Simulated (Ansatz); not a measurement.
# K on Cr(110): change of the work function, part 3 of 4

How does one ordered layer of K (top site) change the work function of Cr(110), and what dipole does each adsorbate carry?

Ansatz 0.2.0; plane-wave DFT, PBEsol, Ansatz PAW.

So far, work function, upper face (eV): step 2 (the clean slab) 4.84; step 3 (17 atoms, coverage 0.25 ML, cell 2x2) 1.85.

**5. The covered slab, atoms frozen**

This step: plane-wave DFT, PBEsol, Ansatz PAW (Ansatz 0.2.0).

To see where the charge goes, the covered slab, the bare substrate and the adsorbate layer are each run at the same frozen positions and on the same grid.

File input.yaml:

```yaml
crystal:
  lattice:
    - [4.0729350596, -2.88, 0.0]
    - [4.0729350596, 2.88, 0.0]
    - [0.0, 0.0, 27.4389010381]
  atoms:
    - { symbol: Cr, position: [0.0, 0.0, 0.3280014745] }
    - { symbol: Cr, position: [0.25, 0.25, 0.4022197359] }
    - { symbol: Cr, position: [-0.0014329614, -0.0014329614, 0.4737810859] }
    - { symbol: Cr, position: [0.25, 0.25, 0.5397727906] }
    - { symbol: Cr, position: [0.0, 0.5, 0.3280014745] }
    - { symbol: Cr, position: [0.25, 0.75, 0.4022197359] }
    - { symbol: Cr, position: [-0.0008174909, 0.5008174909, 0.4736742122] }
    - { symbol: Cr, position: [0.25, 0.75, 0.5424972829] }
    - { symbol: Cr, position: [0.5, 0.0, 0.3280014745] }
    - { symbol: Cr, position: [0.75, 0.25, 0.4022197359] }
    - { symbol: Cr, position: [0.5008174909, -0.0008174909, 0.4736742122] }
    - { symbol: Cr, position: [0.75, 0.25, 0.5424972829] }
    - { symbol: Cr, position: [0.5, 0.5, 0.3280014745] }
    - { symbol: Cr, position: [0.75, 0.75, 0.4022197359] }
    - { symbol: Cr, position: [0.5014329614, 0.5014329614, 0.4737810859] }
    - { symbol: Cr, position: [0.75, 0.75, 0.5431589474] }
    - { symbol: K, position: [0.25, 0.25, 0.6496788434] }
kpoints:
  mp_grid: { grid: [7, 7, 1] }
hamiltonian:
  xc: pbesol
scf:
  occupations: { method: fermi_dirac, width: 0.1 }
  convergence: { dr2_threshold: 1.0e-08 }
efield:
  axis: 3
  dipole_correction: true
  ramp_position: 0.97
  ramp_width: 0.06
output:
  write_potential: true
  write_density: true
  volumetric_format: npy
```

Command:

```bash
$ ansatz run input.yaml --threads 4 --pin off --max-ram 6144MiB --backend cpu --events-out ev --progress --plain --runs-dir out
```

Output:

```text
[...]
Crystal: 17 atoms, lattice volume = 643.720 Å³
Basis set: ecut = 420 eV, 12603 PW (Γ)
Bands: 140, of which v1, the nominal top of the filled ones, is band 117 counted from 1 (116 counted from 0)
Symmetry: 4 space group operations
[...]
k-points: 16 of 49
[...]
SCF iter   1: F=—  HF=-55093.392231 eV  |F-HF|=—  |Δ(HF+E_count)|=         —  Δρ=1.12e-2  dr2=5.27e0  ethr=1.77e-3  p=0.376 e·Å  D=1.06e-1 V/Å  ΔV_dip=-2.90 eV  dr2_dipole=1.87e0  V_vac-E_F(+/−)=1.65/4.55 eV  ⟨swp⟩=8.1  Hψ=9580  notcnv=0
[...]
SCF iter  13: F=-55093.276373 eV  HF=-55093.276373 eV  |F-HF|=2.04e-10  |Δ(HF+E_count)|=   2.55e-9  Δρ=7.63e-7  dr2=7.91e-9  ethr=4.29e-12  p=0.408 e·Å  D=1.15e-1 V/Å  ΔV_dip=-3.15 eV  dr2_dipole=2.92e-10  V_vac-E_F(+/−)=1.85/5.00 eV  ⟨swp⟩=12.8  Hψ=8200  notcnv=0
SCF 1 converged in 13 iterations: F = -55093.276373 eV  dr2 = 7.91e-9
[...]
SCF converged after 13 iterations
Free energy (F): -55093.276373 eV
[...]
Internal energy: -55092.647036 eV  (E = F + TS)
E sigma→0 (E₀):  -55092.961705 eV
Entropy (-TS):   -0.629337 eV (-37.020 meV/atom)
Fermi energy:    3.727233 eV
Dipole field:    D = 0.114749 V/Å  (p = 0.408210 e·Å, saw-weighted, corrected)
Work function:   Φ+ = 1.8540 eV   Φ− = 5.0027 eV
[...]
--- Band table (eV; the first three rows and the last of 16) ---
  k-point 0: bands = [... 113 lower, 4.2181, 4.2216, 4.2687, 4.3393, 4.3584, 4.3821, 4.5122, 4.5396, ... 19 higher]
  k-point 1: bands = [... 113 lower, 3.9622, 4.0306, 4.0948, 4.1222, 4.1695, 4.2600, 4.4568, 4.4846, ... 19 higher]
  k-point 2: bands = [... 113 lower, 3.4436, 3.5317, 3.6118, 3.7977, 4.1212, 4.2087, 4.2527, 4.2875, ... 19 higher]
  k-point 15: bands = [... 113 lower, 3.1531, 3.2321, 3.3190, 3.3294, 3.3522, 3.3968, 3.3970, 3.5933, ... 19 higher]
```

Wall time 1.8 min (4 threads of Arm Neoverse V1, shared host); peak memory 2.8 GiB.

Numbers from this step:

- energy at zero smearing: -55092.9617 eV
- work function, upper face: 1.854 eV
- work function, lower face: 5.003 eV
- dipole along the normal: 0.4082 e·Å
- step between the vacuum levels: -3.149 eV

The work function of the upper face is 1.85 eV.

**6. The substrate alone**

System of this step: K/Cr(110), substrate alone, atoms held. The cell holds 16 atoms: 16 Cr. Its edges and angles: a = 4.988 Å, b = 4.988 Å, c = 27.439 Å, α = 90.0°, β = 90.0°, γ = 70.5°. Vacuum lies along c.

The second part, atoms unmoved.

input.yaml: that of step 5 with these lines changed.

```diff
@@ -22,3 +22,2 @@
     - { symbol: Cr, position: [0.75, 0.75, 0.5431589474] }
-    - { symbol: K, position: [0.25, 0.25, 0.6496788434] }
 kpoints:
```

Output:

```text
[...]
Crystal: 16 atoms, lattice volume = 643.720 Å³
Basis set: ecut = 420 eV, 12603 PW (Γ)
Bands: 135, of which v1, the nominal top of the filled ones, is band 112 counted from 1 (111 counted from 0)
Symmetry: 4 space group operations
[...]
k-points: 16 of 49
[...]
SCF iter   1: F=—  HF=-53576.309937 eV  |F-HF|=—  |Δ(HF+E_count)|=         —  Δρ=9.47e-3  dr2=2.49e0  ethr=1.77e-3  p=0.031 e·Å  D=8.62e-3 V/Å  ΔV_dip=-0.24 eV  dr2_dipole=3.57e-1  V_vac-E_F(+/−)=4.24/4.48 eV  ⟨swp⟩=8.9  Hψ=9576  notcnv=0
[...]
SCF iter  12: F=-53576.191934 eV  HF=-53576.191934 eV  |F-HF|=8.67e-9  |Δ(HF+E_count)|=   1.81e-8  Δρ=1.02e-6  dr2=9.94e-9  ethr=4.46e-12  p=0.023 e·Å  D=6.38e-3 V/Å  ΔV_dip=-0.18 eV  dr2_dipole=1.14e-11  V_vac-E_F(+/−)=4.86/5.04 eV  ⟨swp⟩=12.9  Hψ=6266  notcnv=0
SCF 1 converged in 12 iterations: F = -53576.191934 eV  dr2 = 9.94e-9
[...]
SCF converged after 12 iterations
Free energy (F): -53576.191934 eV
[...]
Internal energy: -53575.582943 eV  (E = F + TS)
E sigma→0 (E₀):  -53575.887439 eV
Entropy (-TS):   -0.608990 eV (-38.062 meV/atom)
Fermi energy:    2.136927 eV
Dipole field:    D = 0.006380 V/Å  (p = 0.022695 e·Å, saw-weighted, corrected)
Work function:   Φ+ = 4.8623 eV   Φ− = 5.0374 eV
[...]
--- Band table (eV; the first three rows and the last of 16) ---
  k-point 0: bands = [... 108 lower, 2.6511, 2.7154, 2.7398, 2.7596, 2.7964, 2.8123, 2.9439, 2.9878, ... 19 higher]
  k-point 1: bands = [... 108 lower, 2.4294, 2.4765, 2.5034, 2.5728, 2.6229, 2.6618, 2.8620, 2.8891, ... 19 higher]
  k-point 2: bands = [... 108 lower, 1.8728, 1.9281, 1.9653, 2.0290, 2.2556, 2.6358, 2.6806, 2.7166, ... 19 higher]
  k-point 15: bands = [... 108 lower, 1.5769, 1.5867, 1.6449, 1.7639, 1.7746, 1.7949, 1.8366, 1.8423, ... 19 higher]
```

Run time: 95 s. Hardware: 4 threads; peak memory 2.6 GiB.

Read from the output:

| Property | Result |
| --- | --- |
| energy at zero smearing | -53575.8874 eV |
| work function, upper face | 4.862 eV |
| work function, lower face | 5.037 eV |
| dipole along the normal | 0.02270 e·Å |
| step between the vacuum levels | -0.1751 eV |

The work function of the upper face is 4.86 eV.

**7. The adsorbate layer alone**

System of this step: K/Cr(110), adsorbate layer alone, atoms held. The cell holds 1 atom: 1 K. Cell: a = 4.988 Å, b = 4.988 Å, c = 27.439 Å, α = 90.0°, β = 90.0°, γ = 70.5°. Vacuum lies along c.

The third part; a free layer of atoms may carry a moment, so spin is on.

input.yaml, the sections that differ from step 6:

```yaml
crystal:
  lattice:
    - [4.0729350596, -2.88, 0.0]
    - [4.0729350596, 2.88, 0.0]
    - [0.0, 0.0, 27.4389010381]
  atoms:
    - { symbol: K, position: [0.25, 0.25, 0.6496788434], spin: 1.0 }
magnetization:
  spin_polarized: true
# kpoints, hamiltonian, scf, efield, output: as in step 6
```

Output:

```text
[...]
Crystal: 1 atoms, lattice volume = 643.720 Å³
Basis set: ecut = 420 eV, 12603 PW (Γ)
Bands: 9, of which v1, the nominal top of the filled ones, is band 5 counted from 1 (4 counted from 0)
Symmetry: 4 space group operations
k-points: 16 of 49
[...]
Starting moments: Σ|m| = 1 μB on 1 of 1 site
[...]
SCF iter   1: F=—  HF=-1515.480924 eV  |F-HF|=—  |Δ(HF+E_count)|=         —  Δρ=8.87e-3 (↑8.87e-3 ↓7.87e-3)  dr2=3.95e-2  dr2_m=4.12e-1  M=0.075 μB ∫|m|=0.093 μB  β_m=0.30  ethr=4.23e-4  p=0.000 e·Å  D=6.11e-9 V/Å  ΔV_dip=-0.00 eV  dr2_dipole=4.33e-12  V_vac-E_F(+/−)=2.67/2.67 eV  ⟨swp⟩=1.0  Hψ=3308  notcnv=0
[...]
spin=Collinear: LDOS preconditioning applied to the charge; magnetization (m = ρ↑ − ρ↓) channel mixes plain (no charge-response kernel on spin).
SCF iter   2: F=—  HF=-1515.581949 eV  |F-HF|=—  |Δ(HF+E_count)|=   1.01e-1  Δρ=6.20e-3 (↑6.20e-3 ↓5.71e-3)  dr2=2.27e-2  dr2_m=2.08e-1  M=0.060 μB ∫|m|=0.073 μB  β_m=0.30  ethr=4.23e-4  p=0.000 e·Å  D=9.49e-7 V/Å  ΔV_dip=-0.00 eV  dr2_dipole=3.50e-10  V_vac-E_F(+/−)=2.64/2.64 eV  ⟨swp⟩=2.2  Hψ=373  notcnv=0  κ⁻¹=1.0e0(r=1)
[...]
SCF iter   8: F=—  HF=-1515.686458 eV  |F-HF|=—  |Δ(HF+E_count)|=   1.69e-3  Δρ=7.78e-4 (↑7.78e-4 ↓7.78e-4)  dr2=4.19e-8  dr2_m=3.57e-3  M=0.017 μB ∫|m|=0.019 μB  β_m=0.35  ethr=2.11e-9  p=0.000 e·Å  D=5.95e-7 V/Å  ΔV_dip=-0.00 eV  dr2_dipole=3.63e-12  V_vac-E_F(+/−)=2.45/2.45 eV  ⟨swp⟩=3.4  Hψ=616  notcnv=0
[...]
spin-set hold released at iteration 8 (site moments contracting): the magnetisation degrees of freedom join the quasi-Newton model from the next iteration; the mixer history was flushed
SCF iter   9: F=—  HF=-1515.687452 eV  |F-HF|=—  |Δ(HF+E_count)|=   9.94e-4  Δρ=5.15e-4 (↑5.15e-4 ↓5.15e-4)  dr2=2.32e-8  dr2_m=1.56e-3  M=0.014 μB ∫|m|=0.015 μB  β_m=0.61  ethr=1.11e-10  p=0.000 e·Å  D=4.79e-7 V/Å  ΔV_dip=-0.00 eV  dr2_dipole=9.62e-13  V_vac-E_F(+/−)=2.45/2.45 eV  ⟨swp⟩=10.1  Hψ=1957  notcnv=0
density mixer auto → msr1: a metal under ldos (density of states about μ 0.84 of a free-electron gas's, 14 screened modes)
SCF iter  10: F=—  HF=-1515.688258 eV  |F-HF|=—  |Δ(HF+E_count)|=   8.06e-4  Δρ=1.60e-5 (↑1.60e-5 ↓1.60e-5)  dr2=1.02e-9  dr2_m=1.50e-6  M=0.004 μB ∫|m|=0.004 μB  β_m=0.81  ethr=1.11e-10  p=0.000 e·Å  D=3.21e-7 V/Å  ΔV_dip=-0.00 eV  dr2_dipole=8.99e-14  V_vac-E_F(+/−)=2.45/2.45 eV  ⟨swp⟩=3.7  Hψ=1783  notcnv=0
[...]
SCF iter  14: F=-1515.688273 eV  HF=-1515.688273 eV  |F-HF|=8.41e-12  |Δ(HF+E_count)|=  8.20e-10  Δρ=5.70e-8 (↑2.87e-8 ↓5.70e-8)  dr2=3.23e-11  dr2_m=2.67e-12  M=0.000 μB ∫|m|=0.000 μB  ethr=1.00e-12  p=0.000 e·Å  D=3.21e-7 V/Å  ΔV_dip=-0.00 eV  dr2_dipole=3.04e-13  V_vac-E_F(+/−)=2.45/2.45 eV  ⟨swp⟩=3.2  Hψ=881  notcnv=0
SCF 1 converged in 14 iterations: F = -1515.688273 eV  dr2 = 3.23e-11
[...]
WARN: the starting moments were not kept: the SCF closed with an absolute magnetisation of 3.4e-6 μB, where they sum to 1 μB in size (1 site). That is at most 0.1 of that sum. Measured as dr2_m measures the in/out step, that magnetisation stands 4.0e-13 eV from none, at or under the dr2_threshold of 1.0e-8 eV: it is no larger than a step whose dr2_m would equal this threshold. The system may hold no moment; this SCF  [...]
[...]
SCF converged after 14 iterations
Magnetization: 0.0000 μB (4.5000 up, 4.5000 down)
Absolute magnetization: 0.0000 μB (∫|ρ↑−ρ↓|, with the PAW one-centre terms)
[...]
Per-site moments (μB) at R_I (Å): [(8.994023e-7, 2.057676)]
Free energy (F): -1515.688273 eV
[...]
Internal energy: -1515.656283 eV  (E = F + TS)
E sigma→0 (E₀):  -1515.672278 eV
Entropy (-TS):   -0.031990 eV (-31.990 meV/atom)
Fermi energy:    -1.914914 eV
Dipole field:    D = -0.000000 V/Å  (p = -0.000000 e·Å, saw-weighted, corrected)
Work function:   Φ+ = 2.4530 eV   Φ− = 2.4530 eV
[...]
--- Band table (eV; the first three rows and the last of 32) ---
[...]
```

It took 15 s on 4 threads; peak memory 0.84 GiB.

This step gave:

```
energy at zero smearing   : -1515.6723 eV
work function, upper face : 2.453 eV
dipole along the normal   : -3.27e-7 e·Å
```

At this spacing and smearing the free layer keeps no moment.

**8. Density difference**

This step: plane-wave DFT, PBEsol, Ansatz PAW; density difference on adsorption (Ansatz 0.2.0).

The densities of the parts are taken from that of the whole and averaged over planes; the first moment of what is left gives the step in the potential.

This step gave:

```
largest charge moved                 : 0.009319 e/Å²
potential step from the moved charge : -2.973 eV
```

The electron density difference oscillates, so the rows of the table below give means over 1 Å (shorter at the two ends). Its distinct maxima (Å: e/Å³): 12.6: 4.1e-4, 16.1: 0.0121. Distinct minima: 15.1: -0.00561, 17.6: -0.00443.

Planar mean, whole system less its parts. Table of electron density difference by z; means over each step:

| z (Å) | electron density difference (e/Å³) |
| --- | --- |
| 4 | -2.6e-7 |
| 5 | -2.4e-6 |
| 6 | -1.9e-5 |
| 7 | -8.6e-5 |
| 8 | 1.4e-5 |
| 9 | 1.4e-4 |
| 10 | -7.3e-5 |
| 11 | -4.4e-5 |
| 12 | 7.7e-5 |
| 13 | -1.4e-4 |
| 14 | -2.6e-4 |
| 15 | -0.00268 |
| 16 | 0.00936 |
| 17 | 0.00173 |
| 18 | -0.00365 |
| 19 | -0.00293 |
| 20 | -0.00145 |
| 21 | -1.3e-4 |
| 22 | 8.1e-5 |
| 23 | 4.7e-5 |
| 24 | 1.7e-5 |
| 25 | 5.2e-6 |
| 26 | 1.3e-6 |
| 27 | 3.1e-7 |

Planar mean, whole system less its parts. The electrons moved below z by z:

| z (Å) | electrons moved below z (e/Å²) |
| --- | --- |
| 4 | -3.4e-8 |
| 5 | -9.6e-7 |
| 6 | -8.8e-6 |
| 7 | -5.9e-5 |
| 8 | -1.5e-4 |
| 9 | 5.9e-6 |
| 10 | 1.4e-5 |
| 11 | -5.2e-5 |
| 12 | -5.4e-5 |
| 13 | -5.5e-5 |
| 14 | -8.0e-5 |
| 15 | -0.00155 |
| 16 | 0.00139 |
| 17 | 0.00931 |
| 18 | 0.00568 |
| 19 | 0.00268 |
| 20 | 3.4e-4 |
| 21 | -1.6e-4 |
| 22 | -1.1e-4 |
| 23 | -4.0e-5 |
| 24 | -1.2e-5 |
| 25 | -3.1e-6 |
| 26 | -6.7e-7 |

(Continued in part 4 of 4.)

[Long decimals in the printed logs are rounded to 6 places.]

[Logs are printed without paths, hosts, clocks, repeated set-up lines and the standing remarks that a program may print on its own settings, such as how far it seeks lower states.]

[Hosts, paths, dates, database ids (printed as entryN), source tags and the programs' standing remarks are cut or masked in the printed files.]

[Maps of the electrostatic potential energy from Ansatz leave out the sawtooth potential of an applied field or a dipole correction, so their vacuum need not be flat; planar profiles and work functions include it.]
